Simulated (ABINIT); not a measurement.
# RbSnH3 (Pm-3m): zone-centre phonons

Which modes does RbSnH3 (Pm-3m) have at the zone centre?

Calculated with ABINIT 10.8.3; DFT PBEsol, scalar-relativistic, plane waves, PseudoDojo stringent norm-conserving pseudopotentials.

The structure was built from a prototype and need not be the compound's stable phase.

## Step 1: Set-up

The structure is cubic, space group Pm-3m (No. 221). The conventional cell has a = 4.802 Å, b = 4.802 Å, c = 4.802 Å, α = 90.00°, β = 90.00°, γ = 90.00°. Nearest to Rb lie 12 H at 3.40 Å. Sn has 6 H at 2.40 Å nearest. Nearest to H lie 2 Sn at 2.40 Å. Farther neighbours are not listed.

## Step 2: A probe with smearing

A first run with smearing and empty bands tells whether the crystal has a gap, which decides between fixed occupations and smearing later on.

Input file probe.abi:

```
# ground state
tolvrs 1.0d-08
prtden 1
prtwf 1

# basis, mesh and filling
ecut 45.0
ngkpt 4 4 4
nshiftk 1
shiftk 0.0 0.0 0.0
istwfk *1
occopt 7
tsmear 0.005
nband 25
nstep 100
diemac 9.0
prtebands 0
prtgsr 0
useylm 1

# cell and atoms
acell 9.074464851 9.074464851 9.074464851
rprim 
    1.0 0.0 0.0
    0.0 1.0 0.0
    0.0 0.0 1.0
ntypat 3
znucl 37 50 1
natom 5
typat 1 2 3 3 3
xred 
    0.0 0.0 0.0
    0.5 0.5 0.5
    0.5 0.5 0.0
    0.5 0.0 0.5
    0.0 0.5 0.5
pp_dirpath "./pseudo"
pseudos "Rb.upf, Sn.upf, H.upf"
```

On the command line:

```sh
$ OMP_NUM_THREADS=1 mpirun -n 4 abinit probe.abi > probe.log
```

Numbers of over 12 decimals in the logs are rounded to 6 here.

probe.abo, the main output file:

```text
[banners, grids, parts of the stress and lines that vanish by symmetry left out]
- input  file    -> probe.abi
- output file    -> probe.abo
- root for input  files -> probei
[...]
Symmetries : space group Pm -3 m (#221); Bravais cP (primitive cubic)
[...]
mpw =       10827          nfft =      216000          nkpt =          10
[...]
== DATASET  1 ==================================================================
[...]
cutoff_energies: {ecut:  45.0, pawecutdg:  -1.0, }
[...]
ETOT  1  -249.37557449231    -2.494E+02 5.325E-01 2.331E+02
 ETOT  2  -250.15092060151    -7.753E-01 1.836E-02 8.219E+01
 ETOT  3  -250.15617363471    -5.253E-03 4.792E-03 1.549E+01
 ETOT  4  -250.15646909182    -2.955E-04 1.451E-03 6.444E-01
 ETOT  5  -250.15658932260    -1.202E-04 4.158E-04 5.921E-02
[...]
ETOT  9  -250.15659600716    -1.892E-09 2.697E-05 1.387E-06
 ETOT 10  -250.15659600719    -2.132E-11 2.991E-05 2.280E-09
 At SCF step   10       vres2   =  2.28E-09 < tolvrs=  1.00E-08 =>converged.
[...]
sigma(1 1)=  1.58027644E-04  sigma(3 2)=  0.00000000E+00
  sigma(2 2)=  1.58027644E-04  sigma(3 1)=  0.00000000E+00
  sigma(3 3)=  1.58027644E-04  sigma(2 1)=  0.00000000E+00
[...]
convergence: {deltae: -2.132E-11, res2:  2.280E-09, residm:  2.991E-05, diffor: null, }
etotal    :  -2.50156596E+02
[...]
sigma(1 1)=  1.58027644E-04  sigma(3 2)=  0.00000000E+00
  sigma(2 2)=  1.58027644E-04  sigma(3 1)=  0.00000000E+00
  sigma(3 3)=  1.58027644E-04  sigma(2 1)=  0.00000000E+00
[...]
- sigma(1 1)=  4.64933379E+00  sigma(3 2)=  0.00000000E+00
- sigma(2 2)=  4.64933379E+00  sigma(3 1)=  0.00000000E+00
- sigma(3 3)=  4.64933379E+00  sigma(2 1)=  0.00000000E+00
[...]
fcart     -0.0000000000E+00 -0.0000000000E+00 -0.0000000000E+00
           strten      1.5802764367E-04  1.5802764367E-04  1.5802764367E-04
================================================================================

[key lines of the parts left out:]
pressure_GPa:  -4.6493E+00
```

The job ended after 34 s (4 MPI ranks of Arm Neoverse V1, shared host; 2.3 min of CPU time).

Read from the output:

* volume per atom: 22.15 Å³
* pressure: -4.649 GPa
* gap on the k-mesh: 0 eV

No gap opens on this mesh, so smearing is kept; the printed pressure holds the stress of the finite basis too.

## Step 3: Rough relaxation

The typed start is rough, so a first relaxation with smearing and loose thresholds takes it towards rest cheaply.

Input file prerelax.abi:

```
# relaxation
ionmov 2
optcell 2
dilatmx 1.15
chkdilatmx 0
ntime 40
tolmxf 3.0d-04
tolvrs 1.0d-10
prtwf 0
prtden 0
chksymtnons 0

# basis, mesh and filling
ecut 44.0
ecutsm 3.0
ngkpt 4 4 4
nshiftk 1
shiftk 0.0 0.0 0.0
istwfk *1
occopt 7
tsmear 0.005
nband 25
nstep 100
diemac 1000000.0
prtebands 0
prtgsr 0
useylm 1

# cell and atoms
acell 9.074464851 9.074464851 9.074464851
rprim 
    1.0 0.0 0.0
    0.0 1.0 0.0
    0.0 0.0 1.0
ntypat 3
znucl 37 50 1
natom 5
typat 1 2 3 3 3
xred 
    0.0 0.0 0.0
    0.5 0.5 0.5
    0.5 0.5 0.0
    0.5 0.0 0.5
    0.0 0.5 0.5
pp_dirpath "./pseudo"
pseudos "Rb.upf, Sn.upf, H.upf"
```

On the command line:

```sh
$ OMP_NUM_THREADS=1 mpirun -n 4 abinit prerelax.abi > prerelax.log
```

prerelax.abo, the main output file:

```text
[banners, grids, parts of the stress and lines that vanish by symmetry left out]
- input  file    -> prerelax.abi
- output file    -> prerelax.abo
- root for input  files -> prerelaxi
[...]
Symmetries : space group Pm -3 m (#221); Bravais cP (primitive cubic)
[...]
mpw =       15984          nfft =      262144          nkpt =          10
[...]
== DATASET  1 ==================================================================
[...]
cutoff_energies: {ecut:  44.0, pawecutdg:  -1.0, }
[...]
ETOT  1  -249.42184421363    -2.494E+02 3.825E-01 2.486E+02
 ETOT  2  -250.15096434051    -7.291E-01 2.767E-03 8.109E+01
 ETOT  3  -250.15512863044    -4.164E-03 1.446E-03 2.220E+01
 ETOT  4  -250.15550094372    -3.723E-04 1.871E-03 3.463E+00
 ETOT  5  -250.15568713464    -1.862E-04 4.347E-04 2.001E-01
[...]
At SCF step   12       vres2   =  5.29E-12 < tolvrs=  1.00E-10 =>converged.
[...]
ETOT 10  -250.17404933516    -5.258E-12 1.380E-06 1.299E-11
 At SCF step   10       vres2   =  1.30E-11 < tolvrs=  1.00E-10 =>converged.
[...]
sigma(1 1)= -1.11372166E-06  sigma(3 2)=  0.00000000E+00
  sigma(2 2)= -1.11372166E-06  sigma(3 1)=  0.00000000E+00
  sigma(3 3)= -1.11372166E-06  sigma(2 1)=  0.00000000E+00
[...]
convergence: {deltae: -5.258E-12, res2:  1.299E-11, residm:  1.380E-06, diffor: null, }
etotal    :  -2.50174049E+02
[...]
At Broyd/MD step   6, gradients are converged :
[...]
sigma(1 1)= -1.11372166E-06  sigma(3 2)=  0.00000000E+00
  sigma(2 2)= -1.11372166E-06  sigma(3 1)=  0.00000000E+00
  sigma(3 3)= -1.11372166E-06  sigma(2 1)=  0.00000000E+00
[...]
- sigma(1 1)= -3.27668224E-02  sigma(3 2)=  0.00000000E+00
- sigma(2 2)= -3.27668224E-02  sigma(3 1)=  0.00000000E+00
- sigma(3 3)= -3.27668224E-02  sigma(2 1)=  0.00000000E+00
[...]
fcart     -0.0000000000E+00 -0.0000000000E+00 -0.0000000000E+00
           strten     -1.1137216578E-06 -1.1137216578E-06 -1.1137216578E-06
================================================================================

[key lines of the parts left out:]
pressure_GPa:   3.2767E-02
Total energy (etotal) [Ha]= -2.50174049335161E+02
```

It took 4.1 min on 4 MPI ranks; 17 min of CPU time.

The steps of the relaxation:

| step | energy less that of the first step (eV) | largest force (eV/Å) | volume (Å³) |
| --- | --- | --- | --- |
| 1 | 0.0000 | 0.0000 | 110.73 |
| 2 | -0.0407 | 0.0000 | 109.24 |
| 3 | -0.1381 | 0.0000 | 68.07 |
| 4 | -0.4623 | 0.0000 | 88.99 |
| 5 | -0.4987 | 0.0000 | 83.91 |
| 6 | -0.4994 | 0.0000 | 83.06 |

| conventional cell, symmetrised | before | after | change |
| --- | --- | --- | --- |
| a (Å) | 4.802 | 4.363 | -9.1 % |
| b (Å) | 4.802 | 4.363 | -9.1 % |
| c (Å) | 4.802 | 4.363 | -9.1 % |
| volume (Å³/atom) | 22.15 | 16.61 | -25.0 % |

Final coordinates:

```xyz
5
Lattice="4.3630 0.0000 0.0000 0.0000 4.3630 0.0000 0.0000 0.0000 4.3630" Properties=species:S:1:pos:R:3 pbc="T T T"
Rb    0.0000    0.0000    0.0000
Sn    2.1815    2.1815    2.1815
H     2.1815    2.1815    0.0000
H     2.1815    0.0000    2.1815
H     0.0000    2.1815    2.1815
```

This step gave:

| Property | Result |
| --- | --- |
| volume per atom | 16.61 Å³ |
| pressure | 0.03277 GPa |

The volume changes by -25.0 % in this run and stands -25.0 % from the first cell.

## Step 4: Rough relaxation

The cell changed much, so the rough relaxation is repeated on a basis made for the new cell.

Edit prerelax.abi of step 3 so:

```diff
@@ -29,3 +29,3 @@
 # cell and atoms
-acell 9.074464851 9.074464851 9.074464851
+acell 8.24496807 8.24496807 8.24496807
 rprim
```

prerelax.abo, the main output file:

```text
[banners, grids, parts of the stress and lines that vanish by symmetry left out]
- input  file    -> prerelax.abi
- output file    -> prerelax.abo
- root for input  files -> prerelaxi
[...]
Symmetries : space group Pm -3 m (#221); Bravais cP (primitive cubic)
[...]
mpw =       11948          nfft =      216000          nkpt =          10
[...]
== DATASET  1 ==================================================================
[...]
cutoff_energies: {ecut:  44.0, pawecutdg:  -1.0, }
[...]
ETOT  1  -249.65970796341    -2.497E+02 4.506E-01 2.094E+02
 ETOT  2  -250.16790979424    -5.082E-01 1.442E-02 5.349E+01
 ETOT  3  -250.17311280159    -5.203E-03 2.279E-03 1.915E+01
 ETOT  4  -250.17398394863    -8.711E-04 1.091E-03 2.094E+00
 ETOT  5  -250.17404611476    -6.217E-05 8.142E-04 3.988E-02
[...]
ETOT 10  -250.17404939020     2.535E-11 1.771E-04 1.489E-10
 ETOT 11  -250.17404939024    -4.135E-11 1.127E-04 3.018E-12
 At SCF step   11       vres2   =  3.02E-12 < tolvrs=  1.00E-10 =>converged.
[...]
sigma(1 1)= -1.11351016E-06  sigma(3 2)=  0.00000000E+00
  sigma(2 2)= -1.11351016E-06  sigma(3 1)=  0.00000000E+00
  sigma(3 3)= -1.11351016E-06  sigma(2 1)=  0.00000000E+00
[...]
convergence: {deltae: -4.135E-11, res2:  3.018E-12, residm:  1.127E-04, diffor: null, }
etotal    :  -2.50174049E+02
[...]
At Broyd/MD step   1, gradients are converged :
[...]
sigma(1 1)= -1.11351016E-06  sigma(3 2)=  0.00000000E+00
  sigma(2 2)= -1.11351016E-06  sigma(3 1)=  0.00000000E+00
  sigma(3 3)= -1.11351016E-06  sigma(2 1)=  0.00000000E+00
[...]
- sigma(1 1)= -3.27605999E-02  sigma(3 2)=  0.00000000E+00
- sigma(2 2)= -3.27605999E-02  sigma(3 1)=  0.00000000E+00
- sigma(3 3)= -3.27605999E-02  sigma(2 1)=  0.00000000E+00
[...]
fcart     -0.0000000000E+00 -0.0000000000E+00 -0.0000000000E+00
           strten     -1.1135101590E-06 -1.1135101590E-06 -1.1135101590E-06
================================================================================

[key lines of the parts left out:]
pressure_GPa:   3.2761E-02
Total energy (etotal) [Ha]= -2.50174049390244E+02
```

The job ended after 39 s (4 MPI ranks).

Little changed from the start: no atom moved by 0.005 Å and no cell edge by 0.1 %.

Read from the output:

```
pressure : 0.03276 GPa
```

The volume changes by +0.0 % in this run and stands -25.0 % from the first cell.

## Step 5: Relaxing the cell and atoms

The harmonic expansion needs vanishing forces, and a free crystal bears no stress, so cell and atoms are brought to rest. Stress is more sensitive to the basis than forces are: the last 3 Ha under the cutoff are smoothed with ecutsm, and the cutoff is raised above that of the later runs.

relax.abi, as its differences from prerelax.abi of step 4:

```diff
@@ -3,7 +3,6 @@
 optcell 2
-dilatmx 1.15
-chkdilatmx 0
+dilatmx 1.08
 ntime 40
-tolmxf 3.0d-04
-tolvrs 1.0d-10
+tolmxf 1.0d-05
+tolvrs 1.0d-14
 prtwf 0
@@ -13,5 +12,5 @@
 # basis, mesh and filling
-ecut 44.0
+ecut 55.0
 ecutsm 3.0
-ngkpt 4 4 4
+ngkpt 6 6 6
 nshiftk 1
@@ -20,3 +19,3 @@
 occopt 7
-tsmear 0.005
+tsmear 0.01
 nband 25
```

On the command line:

```sh
$ OMP_NUM_THREADS=1 mpirun -n 4 abinit relax.abi > relax.log
```

relax.abo, the main output file:

```text
[banners, grids, parts of the stress and lines that vanish by symmetry left out]
- input  file    -> relax.abi
- output file    -> relax.abo
- root for input  files -> relaxi
[...]
Symmetries : space group Pm -3 m (#221); Bravais cP (primitive cubic)
[...]
mpw =       13787          nfft =      216000          nkpt =          20
[...]
== DATASET  1 ==================================================================
[...]
cutoff_energies: {ecut:  55.0, pawecutdg:  -1.0, }
[...]
ETOT  1  -249.58726434914    -2.496E+02 6.723E-01 1.870E+02
 ETOT  2  -250.18063130610    -5.934E-01 1.006E-02 6.096E+01
 ETOT  3  -250.18457034809    -3.939E-03 1.783E-03 2.037E+01
 ETOT  4  -250.18529337016    -7.230E-04 3.412E-03 2.435E+00
 ETOT  5  -250.18541093165    -1.176E-04 1.674E-03 4.131E-02
[...]
At SCF step   13       vres2   =  1.09E-15 < tolvrs=  1.00E-14 =>converged.
[...]
sigma(1 1)=  9.08373449E-06  sigma(3 2)=  0.00000000E+00
  sigma(2 2)=  9.08373449E-06  sigma(3 1)=  0.00000000E+00
  sigma(3 3)=  9.08373449E-06  sigma(2 1)=  0.00000000E+00
[...]
convergence: {deltae: -2.652E-11, res2:  1.088E-15, residm:  1.038E-04, diffor: null, }
etotal    :  -2.50185414E+02
[...]
ETOT  1  -250.18535539433    -2.502E+02 7.562E-05 1.132E+00
[...]
At SCF step   11       vres2   =  3.05E-15 < tolvrs=  1.00E-14 =>converged.
[...]
sigma(1 1)=  8.25542163E-06  sigma(3 2)=  0.00000000E+00
  sigma(2 2)=  8.25542163E-06  sigma(3 1)=  0.00000000E+00
  sigma(3 3)=  8.25542163E-06  sigma(2 1)=  0.00000000E+00
[...]
convergence: {deltae:  2.558E-13, res2:  3.048E-15, residm:  2.299E-05, diffor: null, }
etotal    :  -2.50185418E+02
[...]
ETOT  1  -250.17940589754    -2.502E+02 5.397E-03 1.102E+02
[...]
ETOT 11  -250.18543621017    -8.015E-12 8.367E-06 2.878E-13
 ETOT 12  -250.18543621017     1.421E-12 2.822E-06 1.312E-15
 At SCF step   12       vres2   =  1.31E-15 < tolvrs=  1.00E-14 =>converged.
[...]
sigma(1 1)= -7.70695207E-08  sigma(3 2)=  0.00000000E+00
  sigma(2 2)= -7.70695208E-08  sigma(3 1)=  0.00000000E+00
  sigma(3 3)= -7.70695208E-08  sigma(2 1)=  0.00000000E+00
[...]
convergence: {deltae:  1.421E-12, res2:  1.312E-15, residm:  2.822E-06, diffor: null, }
etotal    :  -2.50185436E+02
[...]
At Broyd/MD step   3, gradients are converged :
[...]
sigma(1 1)= -7.70695207E-08  sigma(3 2)=  0.00000000E+00
  sigma(2 2)= -7.70695208E-08  sigma(3 1)=  0.00000000E+00
  sigma(3 3)= -7.70695208E-08  sigma(2 1)=  0.00000000E+00
[...]
- sigma(1 1)= -2.26746358E-03  sigma(3 2)=  0.00000000E+00
- sigma(2 2)= -2.26746358E-03  sigma(3 1)=  0.00000000E+00
- sigma(3 3)= -2.26746359E-03  sigma(2 1)=  0.00000000E+00
[...]
fcart     -0.0000000000E+00 -0.0000000000E+00 -0.0000000000E+00
           strten     -7.7069520749E-08 -7.7069520756E-08 -7.7069520778E-08
================================================================================

[key lines of the parts left out:]
pressure_GPa:   2.2675E-03
Total energy (etotal) [Ha]= -2.50185436210169E+02
```

Wall time 3.5 min (4 MPI ranks).

Step by step:

| step | energy less that of the first step (eV) | largest force (eV/Å) | volume (Å³) |
| --- | --- | --- | --- |
| 1 | 0.0000 | 0.0000 | 83.06 |
| 2 | -0.0001 | 0.0000 | 82.99 |
| 3 | -0.0006 | 0.0000 | 82.32 |

| conventional cell, symmetrised | before | after | change |
| --- | --- | --- | --- |
| a (Å) | 4.363 | 4.350 | -0.3 % |
| b (Å) | 4.363 | 4.350 | -0.3 % |
| c (Å) | 4.363 | 4.350 | -0.3 % |
| volume (Å³/atom) | 16.61 | 16.46 | -0.9 % |

The relaxed structure:

```xyz
5
Lattice="4.3501 0.0000 0.0000 0.0000 4.3501 0.0000 0.0000 0.0000 4.3501" Properties=species:S:1:pos:R:3 pbc="T T T"
Rb    0.0000    0.0000    0.0000
Sn    2.1751    2.1751    2.1751
H     2.1751    2.1751    0.0000
H     2.1751    0.0000    2.1751
H     0.0000    2.1751    2.1751
```

This step gave:

```yaml
volume_per_atom: 16.46 Å³
pressure: 0.002267 GPa
```

The volume changes by -0.9 % in this run and stands -25.7 % from the first cell.

## Step 6: Self-consistent run for the response

The response is built on these wavefunctions, so the potential is converged far more tightly than an energy would need. Smearing stays on, as the first look found no gap above 0.3 eV.

Input file gs.abi:

```
# ground state
tolvrs 1.0d-16
prtden 1
prtwf 1

# basis, mesh and filling
ecut 45.0
ngkpt 6 6 6
nshiftk 1
shiftk 0.0 0.0 0.0
istwfk *1
occopt 7
tsmear 0.01
nband 25
nstep 100
diemac 1000000.0
prtebands 0
prtgsr 0
useylm 1

# cell and atoms
acell 8.220526936 8.220526936 8.220526936
rprim 
    1.0 0.0 0.0
    0.0 1.0 0.0
    0.0 0.0 1.0
ntypat 3
znucl 37 50 1
natom 5
typat 1 2 3 3 3
xred 
    0.0 0.0 0.0
    0.5 0.5 0.5
    0.5 0.5 0.0
    0.5 0.0 0.5
    0.0 0.5 0.5
pp_dirpath "./pseudo"
pseudos "Rb.upf, Sn.upf, H.upf"
```

On the command line:

```sh
$ OMP_NUM_THREADS=1 mpirun -n 4 abinit gs.abi > gs.log
```

gs.abo, the main output file:

```text
[banners, grids, parts of the stress and lines that vanish by symmetry left out]
- input  file    -> gs.abi
- output file    -> gs.abo
- root for input  files -> gsi
[...]
Symmetries : space group Pm -3 m (#221); Bravais cP (primitive cubic)
[...]
mpw =        8121          nfft =      125000          nkpt =          20
[...]
== DATASET  1 ==================================================================
[...]
cutoff_energies: {ecut:  45.0, pawecutdg:  -1.0, }
[...]
ETOT  1  -249.64176746113    -2.496E+02 4.125E-01 1.151E+02
 ETOT  2  -250.18101275518    -5.392E-01 1.263E-02 3.534E+01
 ETOT  3  -250.18434992808    -3.337E-03 4.984E-03 1.114E+01
 ETOT  4  -250.18494067827    -5.908E-04 7.845E-04 1.294E+00
 ETOT  5  -250.18508192634    -1.412E-04 3.198E-03 2.335E-02
[...]
ETOT 13  -250.18508491632     6.850E-12 8.022E-06 5.754E-16
 ETOT 14  -250.18508491633    -7.873E-12 1.043E-05 6.715E-18
 At SCF step   14       vres2   =  6.72E-18 < tolvrs=  1.00E-16 =>converged.
[...]
sigma(1 1)=  1.06288687E-05  sigma(3 2)=  0.00000000E+00
  sigma(2 2)=  1.06288687E-05  sigma(3 1)=  0.00000000E+00
  sigma(3 3)=  1.06288687E-05  sigma(2 1)=  0.00000000E+00
[...]
convergence: {deltae: -7.873E-12, res2:  6.715E-18, residm:  1.043E-05, diffor: null, }
etotal    :  -2.50185085E+02
[...]
sigma(1 1)=  1.06288687E-05  sigma(3 2)=  0.00000000E+00
  sigma(2 2)=  1.06288687E-05  sigma(3 1)=  0.00000000E+00
  sigma(3 3)=  1.06288687E-05  sigma(2 1)=  0.00000000E+00
[...]
- sigma(1 1)=  3.12712112E-01  sigma(3 2)=  0.00000000E+00
- sigma(2 2)=  3.12712112E-01  sigma(3 1)=  0.00000000E+00
- sigma(3 3)=  3.12712112E-01  sigma(2 1)=  0.00000000E+00
[...]
fcart     -0.0000000000E+00 -0.0000000000E+00 -0.0000000000E+00
           strten      1.0628868664E-05  1.0628868664E-05  1.0628868664E-05
================================================================================

[key lines of the parts left out:]
pressure_GPa:  -3.1271E-01
```

Elapsed: 50 s, on 4 MPI ranks.

This step gave:

* pressure: -0.3127 GPa

The cell stands at -0.31 GPa: the relaxation ran with a smoothed and higher cutoff, and the difference is a stress of the finite basis.

(Part 1 of 4 ends here.)

[Host names and launcher messages were left out of these logs when they were recorded.]

[Logs are printed without paths, hosts, clocks, repeated set-up lines and the standing remarks that a program may print on its own settings, such as how far it seeks lower states.]

[Hosts, paths, dates, database ids (printed as entryN), source tags and the programs' standing remarks are cut or masked in the printed files.]
